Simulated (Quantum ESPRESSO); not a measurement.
## Collinear magnetic orders of CrSiTe3 with Quantum ESPRESSO

Aim: find out which collinear order of CrSiTe3 costs least.

Method: PBEsol; plane waves with GBRV 1.5 PBEsol potentials, no spin-orbit coupling, in Quantum ESPRESSO 7.5.

## (1) Set-up

It takes space group R-3 (No. 148, trigonal). The conventional cell has a = 6.831 Å, b = 6.831 Å, c = 21.773 Å, α = 90.00°, β = 90.00°, γ = 120.00°. Cr has 6 Te at 2.79 to 2.80 Å nearest. Nearest to Si lie 1 Si at 2.27 Å and 3 Te at 2.53 Å. Nearest to Te lie 1 Si at 2.53 Å and 2 Cr at 2.79 to 2.80 Å. Farther neighbours and most contacts between anions are not listed.

The cell comes from Materials Project 2023-11-01, a database of computed structures, and need not be the stable phase.

## (2) Run 1 (ferro ++)

The signs are those of the starting moments on the seeded atoms, the atoms that are given a moment.

The input, pw.in:

```
&CONTROL
  calculation = 'scf'
  prefix = 'pwscf'
  outdir = './tmp'
  pseudo_dir = './pseudo'
  disk_io = 'nowf'
/
&SYSTEM
  ibrav = 0
  celldm(1) = 8
  nat = 10
  ntyp = 3
  ecutwfc = 40
  ecutrho = 280
  nbnd = 52
  occupations = 'smearing'
  smearing = 'fd'
  degauss = 0.00367493
  nspin = 2
  starting_magnetization(1) = 0.2143
  starting_magnetization(2) = 0
  starting_magnetization(3) = 0
/
&ELECTRONS
  conv_thr = 2d-08
  electron_maxstep = 150
  mixing_beta = 0.3
/
ATOMIC_SPECIES
Cr     51.9961 cr_pbesol_v1.5.uspp.F.UPF
Si     28.0850 si_pbesol_v1.uspp.F.UPF
Te    127.6000 te_pbesol_v1.uspp.F.UPF
CELL_PARAMETERS alat
   0.8067385939986    0.4657707444155    1.7143779670744
  -0.8067385939986    0.4657707444155    1.7143779670744
   0.0000000000000   -0.9315414888310    1.7143779670744
ATOMIC_POSITIONS crystal
Cr      0.6661873000    0.6661873000    0.6661873000
Cr      0.3338127000    0.3338127000    0.3338127000
Si      0.0522024200    0.0522024200    0.0522024200
Si      0.9477975800    0.9477975800    0.9477975800
Te      0.7211835100    0.0776504400    0.4397477900
Te      0.4397477900    0.7211835100    0.0776504400
Te      0.0776504400    0.4397477900    0.7211835100
Te      0.9223495600    0.5602522100    0.2788164900
Te      0.5602522100    0.2788164900    0.9223495600
Te      0.2788164900    0.9223495600    0.5602522100
K_POINTS automatic
6 6 6 0 0 0
```

Command:

```console
$ OMP_NUM_THREADS=1 mpirun -n 4 pw.x -nk 4 -in pw.in > pw.out
```

Output:

```text
Program PWSCF v.7.5 starts

     Message from routine setup:
     using ibrav=0 with symmetry is DISCOURAGED, use correct ibrav instead

     K-points division:     npool     =       4
     Subspace diagonalization in iterative solution of the eigenvalue problem:

     G-vector sticks info
     --------------------
     sticks:   dense  smooth     PW     G-vecs:    dense   smooth      PW
     Sum        4089    2337    663               156649    67585   10439

     Using Slab Decomposition

     bravais-lattice index     =            0
     lattice parameter (alat)  =       8.0000  a.u.
     unit-cell volume          =    1978.9409 (a.u.)^3
     number of atoms/cell      =           10
     number of atomic types    =            3
     number of electrons       =        72.00
     number of Kohn-Sham states=           52
     kinetic-energy cutoff     =      40.0000  Ry
     charge density cutoff     =     280.0000  Ry
     scf convergence threshold =      2.0E-08
     mixing beta               =       0.3000
     number of iterations used =            8  plain     mixing
     Exchange-correlation= SLA  PW   PSX  PSC
                           (   1   4  10   8   0   0   0)

     celldm(1)=   8.000000  celldm(2)=   0.000000  celldm(3)=   0.000000
     celldm(4)=   0.000000  celldm(5)=   0.000000  celldm(6)=   0.000000

     crystal axes: (cart. coord. in units of alat)
               a(1) = (   0.806739   0.465771   1.714378 )
               a(2) = (  -0.806739   0.465771   1.714378 )
               a(3) = (   0.000000  -0.931541   1.714378 )

     reciprocal axes: (cart. coord. in units 2 pi/alat)
               b(1) = (  0.619779  0.357830  0.194434 )
               b(2) = ( -0.619779  0.357830  0.194434 )
               b(3) = ( -0.000000 -0.715660  0.194434 )

     PseudoPot. # 1 for Cr read from file:
     cr_pbesol_v1.5.uspp.F.UPF
     Pseudo is Ultrasoft + core correction, Zval = 14.0
     Generated by new atomic code, or converted to UPF format
     Using radial grid of  857 points,  6 beta functions with:
                l(1) =   0
                l(2) =   0
                l(3) =   1
                l(4) =   1
                l(5) =   2
                l(6) =   2
     Q(r) pseudized with  8 coefficients,  rinner =    0.950   0.950   0.950
                                                       0.950   0.950

     PseudoPot. # 2 for Si read from file:
     si_pbesol_v1.uspp.F.UPF
     Pseudo is Ultrasoft + core correction, Zval =  4.0
     Generated by new atomic code, or converted to UPF format
     Using radial grid of  899 points,  6 beta functions with:
                l(1) =   0
                l(2) =   0
                l(3) =   1
                l(4) =   1
                l(5) =   2
                l(6) =   2
     Q(r) pseudized with  8 coefficients,  rinner =    0.900   0.900   0.900
                                                       0.900   0.900

     PseudoPot. # 3 for Te read from file:
     te_pbesol_v1.uspp.F.UPF
     Pseudo is Ultrasoft + core correction, Zval =  6.0
     Generated by new atomic code, or converted to UPF format
     Using radial grid of  891 points,  5 beta functions with:
                l(1) =   0
                l(2) =   0
                l(3) =   1
                l(4) =   1
                l(5) =   2
     Q(r) pseudized with  6 coefficients,  rinner =    1.800   1.800   1.800
                                                       1.800   1.800

     atomic species   valence    mass     pseudopotential
     Cr               14.00    51.99610     Cr( 1.00)
     Si                4.00    28.08500     Si( 1.00)
     Te                6.00   127.60000     Te( 1.00)

     Starting magnetic structure
     atomic species   magnetization
     Cr              0.214
     Si              0.000
     Te              0.000

      6 Sym. Ops., with inversion, found

   Cartesian axes

     site n.     atom                  positions (alat units)
         1        Cr     tau(   1) = (  -0.0000000  -0.0000000   3.4262905  )
         2        Cr     tau(   2) = (   0.0000000  -0.0000000   1.7168434  )
         3        Si     tau(   3) = (  -0.0000000   0.0000000   0.2684840  )
         4        Si     tau(   4) = (  -0.0000000  -0.0000000   4.8746499  )
         5        Te     tau(   5) = (   0.5191630  -0.0375698   2.1233972  )
         6        Te     tau(   6) = (  -0.2270451   0.4683932   2.1233972  )
         7        Te     tau(   7) = (  -0.2921179  -0.4308234   2.1233972  )
         8        Te     tau(   8) = (   0.2921179   0.4308234   3.0197367  )
         9        Te     tau(   9) = (   0.2270451  -0.4683932   3.0197367  )
        10        Te     tau(  10) = (  -0.5191630   0.0375698   3.0197367  )

     number of k points=    40  Fermi-Dirac smearing, width (Ry)=  0.0037
                       cart. coord. in units 2pi/alat
        k(    1) = (   0.0000000   0.0000000   0.0000000), wk =   0.0046296
        k(    2) = (  -0.0000000  -0.1192766   0.0324057), wk =   0.0277778
        k(    3) = (  -0.0000000  -0.2385532   0.0648113), wk =   0.0277778
        k(    4) = (   0.0000000   0.3578298  -0.0972170), wk =   0.0138889
        k(    5) = (  -0.1032966  -0.0596383   0.0648113), wk =   0.0277778
        [... 35 further k-points ...]

     Dense  grid:   156649 G-vectors     FFT dimensions: (  90,  90,  90)

     Smooth grid:    67585 G-vectors     FFT dimensions: (  64,  64,  64)

     Generating pointlists ...
     new r_m :   0.2722 (alat units)  2.1774 (a.u.) for type    1
     new r_m :   0.2215 (alat units)  1.7720 (a.u.) for type    2
     new r_m :   0.2461 (alat units)  1.9684 (a.u.) for type    3

     Initial potential from superposition of free atoms

     starting charge      69.9975, renormalised to      72.0000

     negative rho (up, down):  9.520E-04 6.140E-04
     Starting wfcs are   52 randomized atomic wfcs

     Self-consistent Calculation

     iteration #  1     ecut=    40.00 Ry     beta= 0.30
     Davidson diagonalization with overlap
     ethr =  1.00E-02,  avg # of iterations =  3.4

     negative rho (up, down):  4.028E-04 9.067E-04

     total energy              =    -527.92358582 Ry
     estimated scf accuracy    <       2.05120183 Ry

     total magnetization       =     5.96 Bohr mag/cell
     absolute magnetization    =     7.04 Bohr mag/cell

     iteration #  2     ecut=    40.00 Ry     beta= 0.30
     Davidson diagonalization with overlap
     ethr =  2.85E-03,  avg # of iterations =  2.5

     negative rho (up, down):  4.666E-04 1.015E-03

     total energy              =    -527.81524616 Ry
     estimated scf accuracy    <       8.08169518 Ry

     total magnetization       =     3.41 Bohr mag/cell
     absolute magnetization    =     3.87 Bohr mag/cell

     iteration #  3     ecut=    40.00 Ry     beta= 0.30
     Davidson diagonalization with overlap
     ethr =  2.85E-03,  avg # of iterations =  2.1

     negative rho (up, down):  7.612E-05 3.346E-03

     total energy              =    -528.55586383 Ry
     estimated scf accuracy    <       0.09889335 Ry

     total magnetization       =     6.00 Bohr mag/cell
     absolute magnetization    =     7.22 Bohr mag/cell

     [... further iterations left out ...]

     iteration # 10     ecut=    40.00 Ry     beta= 0.30
     Davidson diagonalization with overlap
     ethr =  6.66E-08,  avg # of iterations =  3.0

     negative rho (up, down):  0.000E+00 8.081E-03

     total energy              =    -528.58886755 Ry
     estimated scf accuracy    <       0.00000495 Ry

     total magnetization       =     6.00 Bohr mag/cell
     absolute magnetization    =     7.78 Bohr mag/cell

     iteration # 11     ecut=    40.00 Ry     beta= 0.30
     Davidson diagonalization with overlap
     ethr =  6.88E-09,  avg # of iterations =  3.4

     negative rho (up, down):  0.000E+00 8.089E-03

     total energy              =    -528.58887134 Ry
     estimated scf accuracy    <       0.00000213 Ry

     total magnetization       =     6.00 Bohr mag/cell
     absolute magnetization    =     7.80 Bohr mag/cell

     iteration # 12     ecut=    40.00 Ry     beta= 0.30
     Davidson diagonalization with overlap
     ethr =  2.96E-09,  avg # of iterations =  2.0

     negative rho (up, down):  0.000E+00 8.092E-03

     total energy              =    -528.58887218 Ry
     estimated scf accuracy    <       0.00000014 Ry

     total magnetization       =     6.00 Bohr mag/cell
     absolute magnetization    =     7.80 Bohr mag/cell

     iteration # 13     ecut=    40.00 Ry     beta= 0.30
     Davidson diagonalization with overlap
     ethr =  1.95E-10,  avg # of iterations =  3.7

     negative rho (up, down):  0.000E+00 8.093E-03

     Magnetic moment per site  (integrated on atomic sphere of radius R)
     atom   1 (R=0.272)  charge= 12.5388  magn=  3.1001
     atom   2 (R=0.272)  charge= 12.5388  magn=  3.1001
     atom   3 (R=0.221)  charge=  1.6156  magn=  0.0225
     atom   4 (R=0.221)  charge=  1.6156  magn=  0.0225
     atom   5 (R=0.246)  charge=  2.6741  magn= -0.0721
     atom   6 (R=0.246)  charge=  2.6741  magn= -0.0721
     atom   7 (R=0.246)  charge=  2.6741  magn= -0.0721
     atom   8 (R=0.246)  charge=  2.6741  magn= -0.0721
     atom   9 (R=0.246)  charge=  2.6741  magn= -0.0721
     atom  10 (R=0.246)  charge=  2.6741  magn= -0.0721

     End of self-consistent calculation

     [... lines left out ...]
     the Fermi energy is     5.9398 ev

!    total energy              =    -528.58887245 Ry
     estimated scf accuracy    <       0.00000001 Ry
     smearing contrib. (-TS)   =      -0.00002320 Ry
     internal energy E=F+TS    =    -528.58884925 Ry

     The total energy is F=E-TS. E is the sum of the following terms:
     one-electron contribution =    -348.21321991 Ry
     hartree contribution      =     197.00839389 Ry
     xc contribution           =    -139.18462186 Ry
     ewald contribution        =    -238.19940137 Ry

     total magnetization       =     6.00 Bohr mag/cell
     absolute magnetization    =     7.80 Bohr mag/cell

     convergence has been achieved in  13 iterations

=------------------------------------------------------------------------------=
   JOB DONE.
=------------------------------------------------------------------------------=
```

It took 6.1 min on 4 MPI ranks of Intel Xeon at 2.70GHz, shared host; peak memory 1.9 GiB.

Spin moment in the atom's sphere by atom:

| atom | spin moment in the atom's sphere (μB) |
| --- | --- |
| Cr1 | 3.10 |
| Cr2 | 3.10 |
| Si3 | 0.02 |
| Si4 | 0.02 |
| Te5 | -0.07 |
| Te6 | -0.07 |
| Te7 | -0.07 |
| Te8 | -0.07 |
| Te9 | -0.07 |
| Te10 | -0.07 |

This step gave:

| Item | Value |
| --- | --- |
| smearing term TS | 3.16e-4 eV |
| magnetization | 6 μB |
| absolute magnetization | 7.804 μB |
| final state | ferromagnetic |

## (3) Start 2: antiferro +−

Changes to pw.in since step 2:

```diff
@@ -11,6 +11,6 @@
   nat = 10
-  ntyp = 3
+  ntyp = 4
   ecutwfc = 40
   ecutrho = 280
-  nbnd = 52
+  nbnd = 49
   occupations = 'smearing'
@@ -20,4 +20,5 @@
   starting_magnetization(1) = 0.2143
-  starting_magnetization(2) = 0
+  starting_magnetization(2) = -0.2143
   starting_magnetization(3) = 0
+  starting_magnetization(4) = 0
 /
@@ -29,3 +30,4 @@
 ATOMIC_SPECIES
-Cr     51.9961 cr_pbesol_v1.5.uspp.F.UPF
+Cr1    51.9961 cr_pbesol_v1.5.uspp.F.UPF
+Cr2    51.9961 cr_pbesol_v1.5.uspp.F.UPF
 Si     28.0850 si_pbesol_v1.uspp.F.UPF
@@ -37,4 +39,4 @@
 ATOMIC_POSITIONS crystal
-Cr      0.6661873000    0.6661873000    0.6661873000
-Cr      0.3338127000    0.3338127000    0.3338127000
+Cr1     0.6661873000    0.6661873000    0.6661873000
+Cr2     0.3338127000    0.3338127000    0.3338127000
 Si      0.0522024200    0.0522024200    0.0522024200
```

Output:

```text
[banner, memory and clock lines left out]
Program PWSCF v.7.5 starts

     Message from routine setup:
     using ibrav=0 with symmetry is DISCOURAGED, use correct ibrav instead

     bravais-lattice index     =            0
     lattice parameter (alat)  =       8.0000  a.u.
     unit-cell volume          =    1978.9409 (a.u.)^3
     number of atoms/cell      =           10
     number of atomic types    =            4
     number of electrons       =        72.00
     number of Kohn-Sham states=           49
     kinetic-energy cutoff     =      40.0000  Ry
     charge density cutoff     =     280.0000  Ry
     scf convergence threshold =      2.0E-08
     mixing beta               =       0.3000
     number of iterations used =            8  plain     mixing
     Exchange-correlation= SLA  PW   PSX  PSC
                           (   1   4  10   8   0   0   0)

     celldm(1)=   8.000000  celldm(2)=   0.000000  celldm(3)=   0.000000
     celldm(4)=   0.000000  celldm(5)=   0.000000  celldm(6)=   0.000000

     crystal axes: (cart. coord. in units of alat)
               a(1) = (   0.806739   0.465771   1.714378 )
               a(2) = (  -0.806739   0.465771   1.714378 )
               a(3) = (   0.000000  -0.931541   1.714378 )

     reciprocal axes: (cart. coord. in units 2 pi/alat)
               b(1) = (  0.619779  0.357830  0.194434 )
               b(2) = ( -0.619779  0.357830  0.194434 )
               b(3) = ( -0.000000 -0.715660  0.194434 )

     PseudoPot. # 1 for Cr read from file:
     cr_pbesol_v1.5.uspp.F.UPF
     Pseudo is Ultrasoft + core correction, Zval = 14.0

     PseudoPot. # 2 for Cr read from file:
     cr_pbesol_v1.5.uspp.F.UPF
     Pseudo is Ultrasoft + core correction, Zval = 14.0

     PseudoPot. # 3 for Si read from file:
     si_pbesol_v1.uspp.F.UPF
     Pseudo is Ultrasoft + core correction, Zval =  4.0

     PseudoPot. # 4 for Te read from file:
     te_pbesol_v1.uspp.F.UPF
     Pseudo is Ultrasoft + core correction, Zval =  6.0

     atomic species   valence    mass     pseudopotential
     Cr1              14.00    51.99610     Cr( 1.00)
     Cr2              14.00    51.99610     Cr( 1.00)
     Si                4.00    28.08500     Si( 1.00)
     Te                6.00   127.60000     Te( 1.00)

     Starting magnetic structure
     atomic species   magnetization
     Cr1             0.214
     Cr2            -0.214
     Si              0.000
     Te              0.000

      3 Sym. Ops. (no inversion) found

   Cartesian axes

     site n.     atom                  positions (alat units)
         1        Cr1    tau(   1) = (  -0.0000000  -0.0000000   3.4262905  )
         2        Cr2    tau(   2) = (   0.0000000  -0.0000000   1.7168434  )
         3        Si     tau(   3) = (  -0.0000000   0.0000000   0.2684840  )
         4        Si     tau(   4) = (  -0.0000000  -0.0000000   4.8746499  )
         5        Te     tau(   5) = (   0.5191630  -0.0375698   2.1233972  )
         6        Te     tau(   6) = (  -0.2270451   0.4683932   2.1233972  )
         7        Te     tau(   7) = (  -0.2921179  -0.4308234   2.1233972  )
         8        Te     tau(   8) = (   0.2921179   0.4308234   3.0197367  )
         9        Te     tau(   9) = (   0.2270451  -0.4683932   3.0197367  )
        10        Te     tau(  10) = (  -0.5191630   0.0375698   3.0197367  )

     number of k points=    40  Fermi-Dirac smearing, width (Ry)=  0.0037
                       cart. coord. in units 2pi/alat
        k(    1) = (   0.0000000   0.0000000   0.0000000), wk =   0.0046296
        k(    2) = (  -0.0000000  -0.1192766   0.0324057), wk =   0.0277778
        k(    3) = (  -0.0000000  -0.2385532   0.0648113), wk =   0.0277778
        k(    4) = (   0.0000000   0.3578298  -0.0972170), wk =   0.0138889
        k(    5) = (  -0.1032966  -0.0596383   0.0648113), wk =   0.0277778
        [... 35 further k-points ...]

     Dense  grid:   156649 G-vectors     FFT dimensions: (  90,  90,  90)

     Smooth grid:    67585 G-vectors     FFT dimensions: (  64,  64,  64)

     Generating pointlists ...
     new r_m :   0.2722 (alat units)  2.1774 (a.u.) for type    1
     new r_m :   0.2722 (alat units)  2.1774 (a.u.) for type    2
     new r_m :   0.2215 (alat units)  1.7720 (a.u.) for type    3
     new r_m :   0.2461 (alat units)  1.9684 (a.u.) for type    4

     Initial potential from superposition of free atoms

     starting charge      69.9975, renormalised to      72.0000

     negative rho (up, down):  7.830E-04 7.830E-04
     Starting wfcs are   52 randomized atomic wfcs

     Self-consistent Calculation

     iteration #  1     ecut=    40.00 Ry     beta= 0.30
     Davidson diagonalization with overlap
     ethr =  1.00E-02,  avg # of iterations =  3.2

     negative rho (up, down):  6.537E-04 6.537E-04

     total energy              =    -527.93835712 Ry
     estimated scf accuracy    <       1.98589706 Ry

     total magnetization       =     0.00 Bohr mag/cell
     absolute magnetization    =     6.91 Bohr mag/cell

     iteration #  2     ecut=    40.00 Ry     beta= 0.30
     Davidson diagonalization with overlap
     ethr =  2.76E-03,  avg # of iterations =  3.2

     negative rho (up, down):  7.379E-04 7.379E-04

     total energy              =    -527.95218655 Ry
     estimated scf accuracy    <       6.95564732 Ry

     total magnetization       =    -0.00 Bohr mag/cell
     absolute magnetization    =     4.05 Bohr mag/cell

     [... further iterations left out ...]

     iteration # 14     ecut=    40.00 Ry     beta= 0.30
     Davidson diagonalization with overlap
     ethr =  1.50E-10,  avg # of iterations =  3.8

     negative rho (up, down):  3.940E-03 3.940E-03

     total energy              =    -528.58511563 Ry
     estimated scf accuracy    <       0.00000003 Ry

     total magnetization       =    -0.00 Bohr mag/cell
     absolute magnetization    =     7.38 Bohr mag/cell

     iteration # 15     ecut=    40.00 Ry     beta= 0.30
     Davidson diagonalization with overlap
     ethr =  3.51E-11,  avg # of iterations =  3.6

     negative rho (up, down):  3.941E-03 3.941E-03

     Magnetic moment per site  (integrated on atomic sphere of radius R)
     atom   1 (R=0.272)  charge= 12.5355  magn=  3.0188
     atom   2 (R=0.272)  charge= 12.5355  magn= -3.0188
     atom   3 (R=0.221)  charge=  1.6158  magn= -0.0002
     atom   4 (R=0.221)  charge=  1.6158  magn=  0.0002
     atom   5 (R=0.246)  charge=  2.6736  magn= -0.0006
     atom   6 (R=0.246)  charge=  2.6736  magn= -0.0006
     atom   7 (R=0.246)  charge=  2.6736  magn= -0.0006
     atom   8 (R=0.246)  charge=  2.6736  magn=  0.0006
     atom   9 (R=0.246)  charge=  2.6736  magn=  0.0006
     atom  10 (R=0.246)  charge=  2.6736  magn=  0.0006

     End of self-consistent calculation

     [... lines left out ...]
     the Fermi energy is     5.9998 ev

!    total energy              =    -528.58511568 Ry
     estimated scf accuracy    <          4.1E-09 Ry
     smearing contrib. (-TS)   =      -0.00000597 Ry
     internal energy E=F+TS    =    -528.58510972 Ry

     The total energy is F=E-TS. E is the sum of the following terms:
     one-electron contribution =    -348.11803211 Ry
     hartree contribution      =     196.89109192 Ry
     xc contribution           =    -139.15876815 Ry
     ewald contribution        =    -238.19940137 Ry

     total magnetization       =    -0.00 Bohr mag/cell
     absolute magnetization    =     7.38 Bohr mag/cell

     convergence has been achieved in  15 iterations
```

Elapsed: 6.9 min, on 4 MPI ranks; peak memory 1.8 GiB; 27 min of CPU time.

(Continued in part 2 of 2.)

[Logs and program files are shortened in this print: banners, set-up blocks, solver, clock and traceback lines can be left out without a mark of their own.]

[Logs are printed without paths, hosts, clocks, repeated set-up lines and the standing remarks that a program may print on its own settings, such as how far it seeks lower states.]

[Hosts, paths, dates, database ids (printed as entryN), source tags and the programs' standing remarks are cut or masked in the printed files.]

[Where a cell is said to come from a database of computed structures, the database is the Materials Project.]
